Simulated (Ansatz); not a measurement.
## What PbO (model cell, started as CsCl type) distorts into

Which phase does PbO (model cell, started as CsCl type) fall into along its unstable mode, and how much energy does it gain?

Main program and level: Ansatz 0.2.0; DFT LDA, scalar-relativistic, plane waves, PAW.

Report form: inputs, costs, results and the conclusion, without the logs.

The structure was built from a prototype and need not be the compound's stable phase.

## Step 1: The structure

Symmetry: Pm-3m, No. 221, cubic system. Conventional cell: a = 3.124 Å, b = 3.124 Å, c = 3.124 Å, α = 90.00°, β = 90.00°, γ = 90.00°. Nearest to Pb lie 8 O at 2.71 Å. O has 8 Pb at 2.71 Å nearest. Farther neighbours, and contacts between anions beyond the nearest, are not listed.

Coordinates:

```cif
data_structure
_symmetry_space_group_name_H-M 'P 1'
_symmetry_Int_Tables_number 1
_cell_length_a 3.1242
_cell_length_b 3.1242
_cell_length_c 3.1242
_cell_angle_alpha 90.000
_cell_angle_beta 90.000
_cell_angle_gamma 90.000
_cell_volume 30.49
loop_
_atom_site_label
_atom_site_type_symbol
_atom_site_fract_x
_atom_site_fract_y
_atom_site_fract_z
_atom_site_occupancy
Pb1 Pb 0.00000 0.00000 0.00000 1
O2 O 0.50000 0.50000 0.50000 1
```

## Step 2: Phonons on a q mesh

Stability and thermal properties need the whole zone. Linear response on a 4×4×4 q mesh gives force constants as far as a supercell of that size would.

Contents of input.yaml:

```yaml
crystal:
  lattice:
    - [3.1241775346, 0.0, 0.0]
    - [0.0, 3.1241775346, 0.0]
    - [0.0, 0.0, 3.1241775346]
  atoms:
    - { symbol: Pb, position: [0.0, 0.0, 0.0] }
    - { symbol: O, position: [0.5, 0.5, 0.5] }
kpoints:
  mp_grid: { grid: [12, 12, 12] }
hamiltonian:
  xc: lda
scf:
  occupations: { method: fixed }
output:
  eigenvalues: true
phonons:
  method: dfpt
  qmesh: [4, 4, 4]
  temperatures: { t_max: 1000, t_step: 50 }
  qpath:
    path:
      - [[0.0, 0.0, 0.0], [0.0, 0.5, 0.0], [0.5, 0.5, 0.0], [0.0, 0.0, 0.0], [0.5, 0.5, 0.5], [0.0, 0.5, 0.0]]
      - [[0.5, 0.5, 0.5], [0.5, 0.5, 0.0]]
    npoints: 10
```

Command:

```console
$ ansatz run input.yaml --threads 4 --pin off --max-ram 7168MiB --backend cpu --events-out ev --progress --plain --runs-dir out
```

It took 2.4 min on 4 threads of Arm Neoverse V2, shared host; peak memory 1.3 GiB; 9.1 min of CPU time.

Read from the output:

```
gap on the k-mesh                                       : 0.07584 eV
volume per atom                                         : 15.25 Å³
sum-rule residual before enforcement                    : 2.66e-5 eV/Å²
lowest frequency on the path                            : -207.9 cm⁻¹
point group                                             : m-3m
highest frequency on path, mesh or solved points        : 383.9 cm⁻¹
highest optical mode at the zone centre (no LO-TO term) : -207.9 cm⁻¹
lowest optical zone-centre mode                         : -207.9 cm⁻¹
lowest mode on the q mesh (acoustic modes at Γ apart)   : -207.9 cm⁻¹
```

Frequencies (cm⁻¹) solved at each irreducible wavevector; negative means imaginary. Frequencies by wavevector, by row:

```
q in reciprocal lattice units  star  mode 1  mode 2  mode 3  mode 4  mode 5  mode 6
                        0 0 0     1  -207.9  -207.9  -207.9       0       0       0
                     0 0 0.25     6  -111.2  -111.2    44.5    44.5   107.7   344.6
                     0 0 -0.5     3   -62.3   -62.3   137.5   137.5   150.9   367.7
                  0 0.25 0.25    12  -177.3   -94.7    47.6    93.4   101.7   307.2
                  0 0.25 -0.5    12   -71.2    50.5    58.8      63     138     263
                  0 -0.5 -0.5     3  -205.8  -205.8    -129   -79.6   120.7   120.7
               0.25 0.25 0.25     8    31.4    31.4      65   146.7   146.7   218.6
               0.25 0.25 -0.5    12  -158.3   -31.2    54.6     130     202   236.4
               0.25 -0.5 -0.5     6    48.7      97      97   192.5   192.5   208.9
               -0.5 -0.5 -0.5     1   101.3   101.3   101.3   281.1   281.1   281.1
```

Interpolated from a 4×4×4 q mesh, without the LO-TO term. Phonon branches along the path, in cm⁻¹:

```
    point  branch 1  branch 2  branch 3  branch 4  branch 5  branch 6
        Γ      -208      -208      -208         0         0         0
  halfway      -111      -111        44        44       108       345
        X       -62       -62       138       138       151       368
  halfway       -71        51        59        63       138       263
        M      -206      -206      -129       -80       121       121
  halfway      -177       -95        48        93       102       307
        Γ      -208      -208      -208         0         0         0
  halfway        31        31        65       147       147       218
        R       101       101       101       281       281       281
  halfway      -158       -31        55       130       202       236
        X       -62       -62       138       138       151       368
jump to R       101       101       101       281       281       281
  halfway        49        97        97       192       192       209
        M      -206      -206      -129       -80       121       121
```

Symmetry leaves 10 wavevectors to solve. The lowest mode among them, the acoustic zeros apart, lies at Γ and is imaginary, 207.9i cm⁻¹, so the energy falls along it.

## Step 3: The mode frozen in, largest atomic shift 0 Å

The mode followed lies at Γ with frequency 207.9i cm⁻¹ and is 3-fold degenerate, the softest among the wavevectors solved. At small amplitude the pattern taken leaves space group no. 160 by a symmetry search on the positions. The undistorted cell that holds it gives the zero of energy on the same k mesh.

input.yaml, the sections that differ from step 2:

```yaml
scf:
  occupations: { method: gaussian, width: 0.02 }
output:
  forces: true
  stress: true
  eigenvalues: true
# crystal, kpoints, hamiltonian: as in step 2
# phonons: removed
```

The job ended after 0.6 s (4 threads; peak memory 0.32 GiB; 1.8 s of CPU time).

Numbers from this step:

```yaml
pressure: 3.98e-4 GPa
energy_from_the_undistorted_cell: 0 meV/atom
```

The run ends at a pressure of 0.00 GPa.

## Step 4: The mode frozen in, largest atomic shift 0.45 Å

The atoms are moved along the unstable eigenvector, the largest shift by 0.45 Å, with the cell fixed.

input.yaml, the sections that differ from step 3:

```yaml
crystal:
  lattice:
    - [3.1241775346, 0.0, 0.0]
    - [0.0, 3.1241775346, 0.0]
    - [0.0, 0.0, 3.1241775346]
  atoms:
    - { symbol: Pb, position: [-0.0064212454, 0.0064212454, 0.0064212454] }
    - { symbol: O, position: [0.5831603256, 0.4168396744, 0.4168396744] }
# kpoints, hamiltonian, scf, output: as in step 3
```

Run time: 1.7 s. Hardware: 4 threads; peak memory 0.39 GiB.

Numbers from this step:

- pressure: 6.328 GPa
- gap on the k-mesh: 0.7477 eV
- energy from the undistorted cell: -71.92 meV/atom

The energy, extrapolated to zero smearing, is -71.92 meV/atom against the undistorted cell.

The run ends at a pressure of 6.33 GPa, with forces up to 0.035 eV/Å.

## Step 5: Energy along the mode, all amplitudes (two of the runs are shown above)

An imaginary frequency means negative curvature, so the energy should fall and then rise again as anharmonic terms take over.

This step gave:

```yaml
depth_at_the_lowest_point_sampled: 71.92 meV/atom
largest_atomic_shift_at_that_point: 0.45 Å
```

Table of energy from the parent by largest atomic shift:

```
largest atomic shift (Å)  energy from the parent (meV/atom)
                   0.000                                  0
                   0.040                              -1.09
                   0.080                              -4.27
                   0.140                              -12.6
                   0.220                              -28.9
                   0.320                              -52.6
                   0.450                              -71.9
                   0.600                              -26.5
```

Displacement at unit largest shift by atom:

```
atom   x (Å)   y (Å)   z (Å)   size
 Pb1  -0.045   0.045   0.045  0.078
  O2   0.577  -0.577  -0.577  0.999
```

The lowest step is at 0.45 Å, 71.9 meV/atom below the parent, and the energy rises beyond it.

## Step 6: Relaxing from the distorted cell

Starting from the lowest point found, all atoms and the cell are let go, so that strain and other modes of the same symmetry can join in.

Edit input.yaml of step 4 so:

```diff
@@ -13,3 +13,3 @@
 scf:
-  occupations: { method: gaussian, width: 0.02 }
+  occupations: { method: fixed }
 output:
@@ -18 +18,6 @@
   eigenvalues: true
+relax:
+  adjacent_minimum: "off"
+  f_tol: 0.002
+  max_steps: 120
+  cell: { stress_tol: 0.03 }
```

The job ended after 45 s (4 threads; peak memory 0.45 GiB).

Step by step:

```
step  energy less that of the first step (eV)  largest force component (eV/Å)  pressure (GPa)  volume (Å³)
   1                                   0.0000                          0.0203            6.33        30.49
   2                                  -0.0753                          0.1612           -1.00        32.82
   3                                  -0.1294                          0.1624           -2.68        33.95
   4                                  -0.1892                          0.0228           -0.98        34.06
   5                                  -0.2043                          0.0191           -0.20        34.02
   6                                  -0.2051                          0.0030            0.05        33.87
   7                                  -0.2051                          0.0004           -0.01        33.88
  8*                                  -0.2795                          0.0071            2.35        33.88
   9                                  -0.3192                          0.0004            1.53        34.86
  10                                  -0.3384                          0.0187            0.78        35.84
  11                                  -0.3396                          0.0081            0.08        36.47
  12                                  -0.3397                          0.0016           -0.05        36.47
  13                                  -0.3397                          0.0003            0.00        36.45
 14*                                  -0.3623                          0.0031            0.39        36.45
  15                                  -0.3655                          0.0043            0.18        36.90
  16                                  -0.3652                          0.0027           -0.11        37.29
  17                                  -0.3654                          0.0005            0.00        37.24
 18*                                  -0.3685                          0.0008            0.03        37.24
  19                                  -0.3683                          0.0001            0.01        37.32
  20                                  -0.3683                          0.0002            0.00        37.35
 21*                                  -0.3686                          0.0002            0.00        37.35
```

Relaxation steps marked * repeat the geometry before them on a plane-wave basis chosen anew for their cell, so energy and pressure can jump there.

Forces are held to the 6 operations that the program found; a distortion that breaks them can't arise in this run.

```
     cell as run  before   after   change
           a (Å)   3.124   3.446  +10.3 %
           b (Å)   3.124   3.446  +10.3 %
           c (Å)   3.124   3.446  +10.3 %
           α (°)   90.00   74.95  -16.7 %
           β (°)   90.00  105.05  +16.7 %
           γ (°)   90.00  105.05  +16.7 %
volume (Å³/atom)   15.25   18.67  +22.5 %
```

The atoms that moved most (Å, as changes of fractional coordinates times the final cell):

```
atom      dx      dy      dz  length
 Pb1  -0.219   0.219   0.219   0.379
  O2   0.219  -0.219  -0.219   0.379
```

The relaxed structure:

```cif
data_structure
_symmetry_space_group_name_H-M 'P 1'
_symmetry_Int_Tables_number 1
_cell_length_a 3.4461
_cell_length_b 3.4461
_cell_length_c 3.4461
_cell_angle_alpha 74.950
_cell_angle_beta 105.050
_cell_angle_gamma 105.050
_cell_volume 37.35
loop_
_atom_site_label
_atom_site_type_symbol
_atom_site_fract_x
_atom_site_fract_y
_atom_site_fract_z
_atom_site_occupancy
Pb1 Pb 0.94208 0.05792 0.05792 1
O2 O 0.63466 0.36534 0.36534 1
```

Numbers from this step:

```yaml
pressure: 0.004495 GPa
gap_on_the_k_mesh: 1.898 eV
volume_per_atom: 18.67 Å³
```

The distorted start has space group R3m; the relaxation ends in R3m.

## Step 7: The new phase in its own primitive cell

The relaxed structure is symmetrised, reduced to its primitive cell and relaxed tightly, as its phonons need.

input.yaml, the sections that differ from step 6:

```yaml
crystal:
  lattice:
    - [2.0966701505, 1.2105130758, 2.4524267931]
    - [-2.0966701505, 1.2105130758, 2.4524267931]
    - [0.0, -2.4210261515, 2.4524267931]
  atoms:
    - { symbol: Pb, position: [0.942080255, 0.942080255, 0.942080255] }
    - { symbol: O, position: [0.6346588252, 0.6346588252, 0.6346588252] }
kpoints:
  mp_grid: { grid: [9, 9, 9] }
relax:
  adjacent_minimum: "off"
  f_tol: 0.001
  max_steps: 60
  cell: { stress_tol: 0.01 }
# hamiltonian, scf, output: as in step 6
```

Wall time 3.5 s (4 threads); peak memory 0.38 GiB; 13 s of CPU time.

Little changed from the start: no atom moved by 0.005 Å and no cell edge by 0.1 %.

This step gave:

```yaml
pressure: -4.71e-4 GPa
gap_on_the_k_mesh: 1.989 eV
volume_per_atom: 18.68 Å³
direct_gap_on_mesh: 2.326 eV
```

The largest force component left is 0.21 meV/Å and the pressure is 0.000 GPa, within the tolerances set. The cell now holds 18.68 Å³/atom.

## Step 8: Modes of the new phase, k-mesh 9×9×9

A relaxed structure may still be a saddle point, so its zone-centre modes are computed. The response to a homogeneous field gives the Born charges and the dielectric tensor, and its change with displacement the Raman tensors.

Contents of input.yaml:

```yaml
crystal:
  lattice:
    - [2.0965928331, 1.2104684366, 2.4530863805]
    - [-2.0965928331, 1.2104684366, 2.4530863805]
    - [0.0, -2.4209368732, 2.4530863805]
  atoms:
    - { symbol: Pb, position: [0.9420477344, 0.9420477344, 0.9420477344] }
    - { symbol: O, position: [0.6346913458, 0.6346913458, 0.6346913458] }
kpoints:
  mp_grid: { grid: [9, 9, 9] }
hamiltonian:
  xc: lda
scf:
  occupations: { method: fixed }
output:
  eigenvalues: true
phonons:
  method: dfpt
  dielectric: true
  rigid_motions: translations
  raman: true
```

Wall time 89 s (4 threads); peak memory 1.2 GiB.

Read from the output:

```yaml
sum_rule_residual_before_enforcement: 4.49e-4 eV/Å²
miss_of_the_charge_sum_rule: 8.55e-4 e
estimated_error_of_the_dielectric_tensor: 0.02350
estimated_error_of_the_born_charges: 0.01510 e
point_group: 3m
highest_optical_mode_at_the_zone_centre_no_lo_to_term: 305.3 cm⁻¹
lowest_optical_zone_centre_mode: 263.9 cm⁻¹
mean_high_frequency_dielectric_constant: 8.091
largest_born_charge_third_of_the_trace: 2.850 e
mean_static_dielectric_constant: 17.59
top_of_the_zone_centre_spectrum_with_the_field: 435.3 cm⁻¹
```

Without the LO-TO term. Patterns of degenerate modes are one choice out of their space. Modes at Γ, with each element's share of the kinetic energy:

```
mode  frequency (cm⁻¹)  symmetry  Pb %  O %
   1               0.0  acoustic    93    7
   2               0.0  acoustic    93    7
   3               0.0  acoustic    93    7
   4             263.9         E     7   93
   5             263.9         E     7   93
   6             305.3        A1     7   93
```

Displacements in mode 4 (263.9 cm⁻¹), the largest set to 1:
```
Pb1  0.00 -0.08  0.00
O2   0.06  1.00  0.00
```

Displacements in mode 6 (305.3 cm⁻¹), the largest set to 1:
```
Pb1  0.00  0.00 -0.08
O2   0.00  0.00  1.00
```

Optical modes at the zone centre, without and with the macroscopic field of the longitudinal modes; each column is sorted by frequency, so a row need not hold one and the same mode. Modes with and without the field, by row:

```
rank among optical modes  no field (cm⁻¹)  q along (1, 0, 0) (cm⁻¹)  q along (0, 0, 1) (cm⁻¹)
                       1            263.9                     263.9                     263.9
                       2            263.9                     305.3                     263.9
                       3            305.3                     394.5                     435.3
```

Born charge (rows field, columns displacement) (e), principal values of the symmetric part by kind of site:

```
atom  atoms with these values    low  middle   high   mean
 Pb1                        1   2.81    2.87   2.87   2.85
  O2                        1  -2.87   -2.87  -2.81  -2.85
```

In full for O2:

```
-2.87  0.00  0.00
 0.00 -2.87  0.00
 0.00  0.00 -2.81
```

High-frequency dielectric tensor:

```
8.49 0.00 0.00
0.00 8.49 0.00
0.00 0.00 7.30
```

Static dielectric tensor (ions relaxed, fixed cell):

```
18.96  0.00  0.00
 0.00 18.96  0.00
 0.00  0.00 14.84
```

Transverse modes. Infrared lines, with heights relative to the strongest:

```
position (cm⁻¹)  label  relative intensity
            264      E                 100
            305     A1                  48
```

Activity x (w_L - w)^4 (n + 1)/w, 532 nm, 300 K; the tensors are static ones, while 532 nm light lies above the computed gap, where resonance would change the heights; modes without the macroscopic field alone. Raman lines, with heights relative to the strongest:

```
position (cm⁻¹)  label  relative intensity
            264      E                 100
            305     A1                  84
```

Before it was imposed, the acoustic sum rule was missed by 4.5e-4 eV/Å² and the charge sum rule by 8.5e-4 e. Small misses are needed for a sound result but don't prove that mesh and cutoff are converged. The lowest optical mode is real, 264 cm⁻¹.

## Step 9: Results

| Item | Value |
| --- | --- |
| unstable mode of the parent | q = (0, 0, 0), 208i cm⁻¹ |
| depth at the lowest point sampled | 71.9 meV/atom |
| largest atomic shift at that point | 0.45 Å |
| space group reached | R3m |
| energy gained over the parent (first relaxation, on the mesh of the frozen mode) | 256 meV/atom |
| volume per atom, phase reached | 18.7 Å³ |
| gap on the k-mesh, phase reached | 1.99 eV |
| lowest optical zone-centre mode, phase reached | 264 cm⁻¹ |
| highest optical mode at the zone centre (no LO-TO term), phase reached | 305 cm⁻¹ |

Along this mode the structure falls into R3m, 256 meV/atom below the parent. At the parent's cell the well is 71.92 meV/atom deep on the steps tried, with its lowest point at a shift of 0.45 Å. Relaxing atoms and cell changes the gain by +184.30 meV/atom against the lowest step (energies at zero smearing). Most of the total comes from this relaxation. The new phase has no imaginary mode at the zone centre of its cell; other wavevectors were not checked. Of the 6 patterns followed from this parent, this one reaches the lowest energy. Each path keeps the symmetry of its pattern, so a lower phase may lie along a pattern not tried. Where the field response was not run the interpolation lacks the dipole term, so the LO-TO splitting is missing from branches, density of states and sums. The volume moved by more than a tenth on the k mesh of the start, so the energy gain is rough. Spin-orbit coupling is left out, which can matter for the heavy elements here. The starting cell was built on a prototype and not taken from a measurement, so the phase need not exist.

[Long decimals in the printed logs are rounded to 6 places.]

[Logs are printed without paths, hosts, clocks, repeated set-up lines and the standing remarks that a program may print on its own settings, such as how far it seeks lower states.]

[Hosts, paths, dates, database ids (printed as entryN), source tags and the programs' standing remarks are cut or masked in the printed files.]

[Where the starting crystal was built by hand or by swapping elements, it need not be the compound's stable phase.]
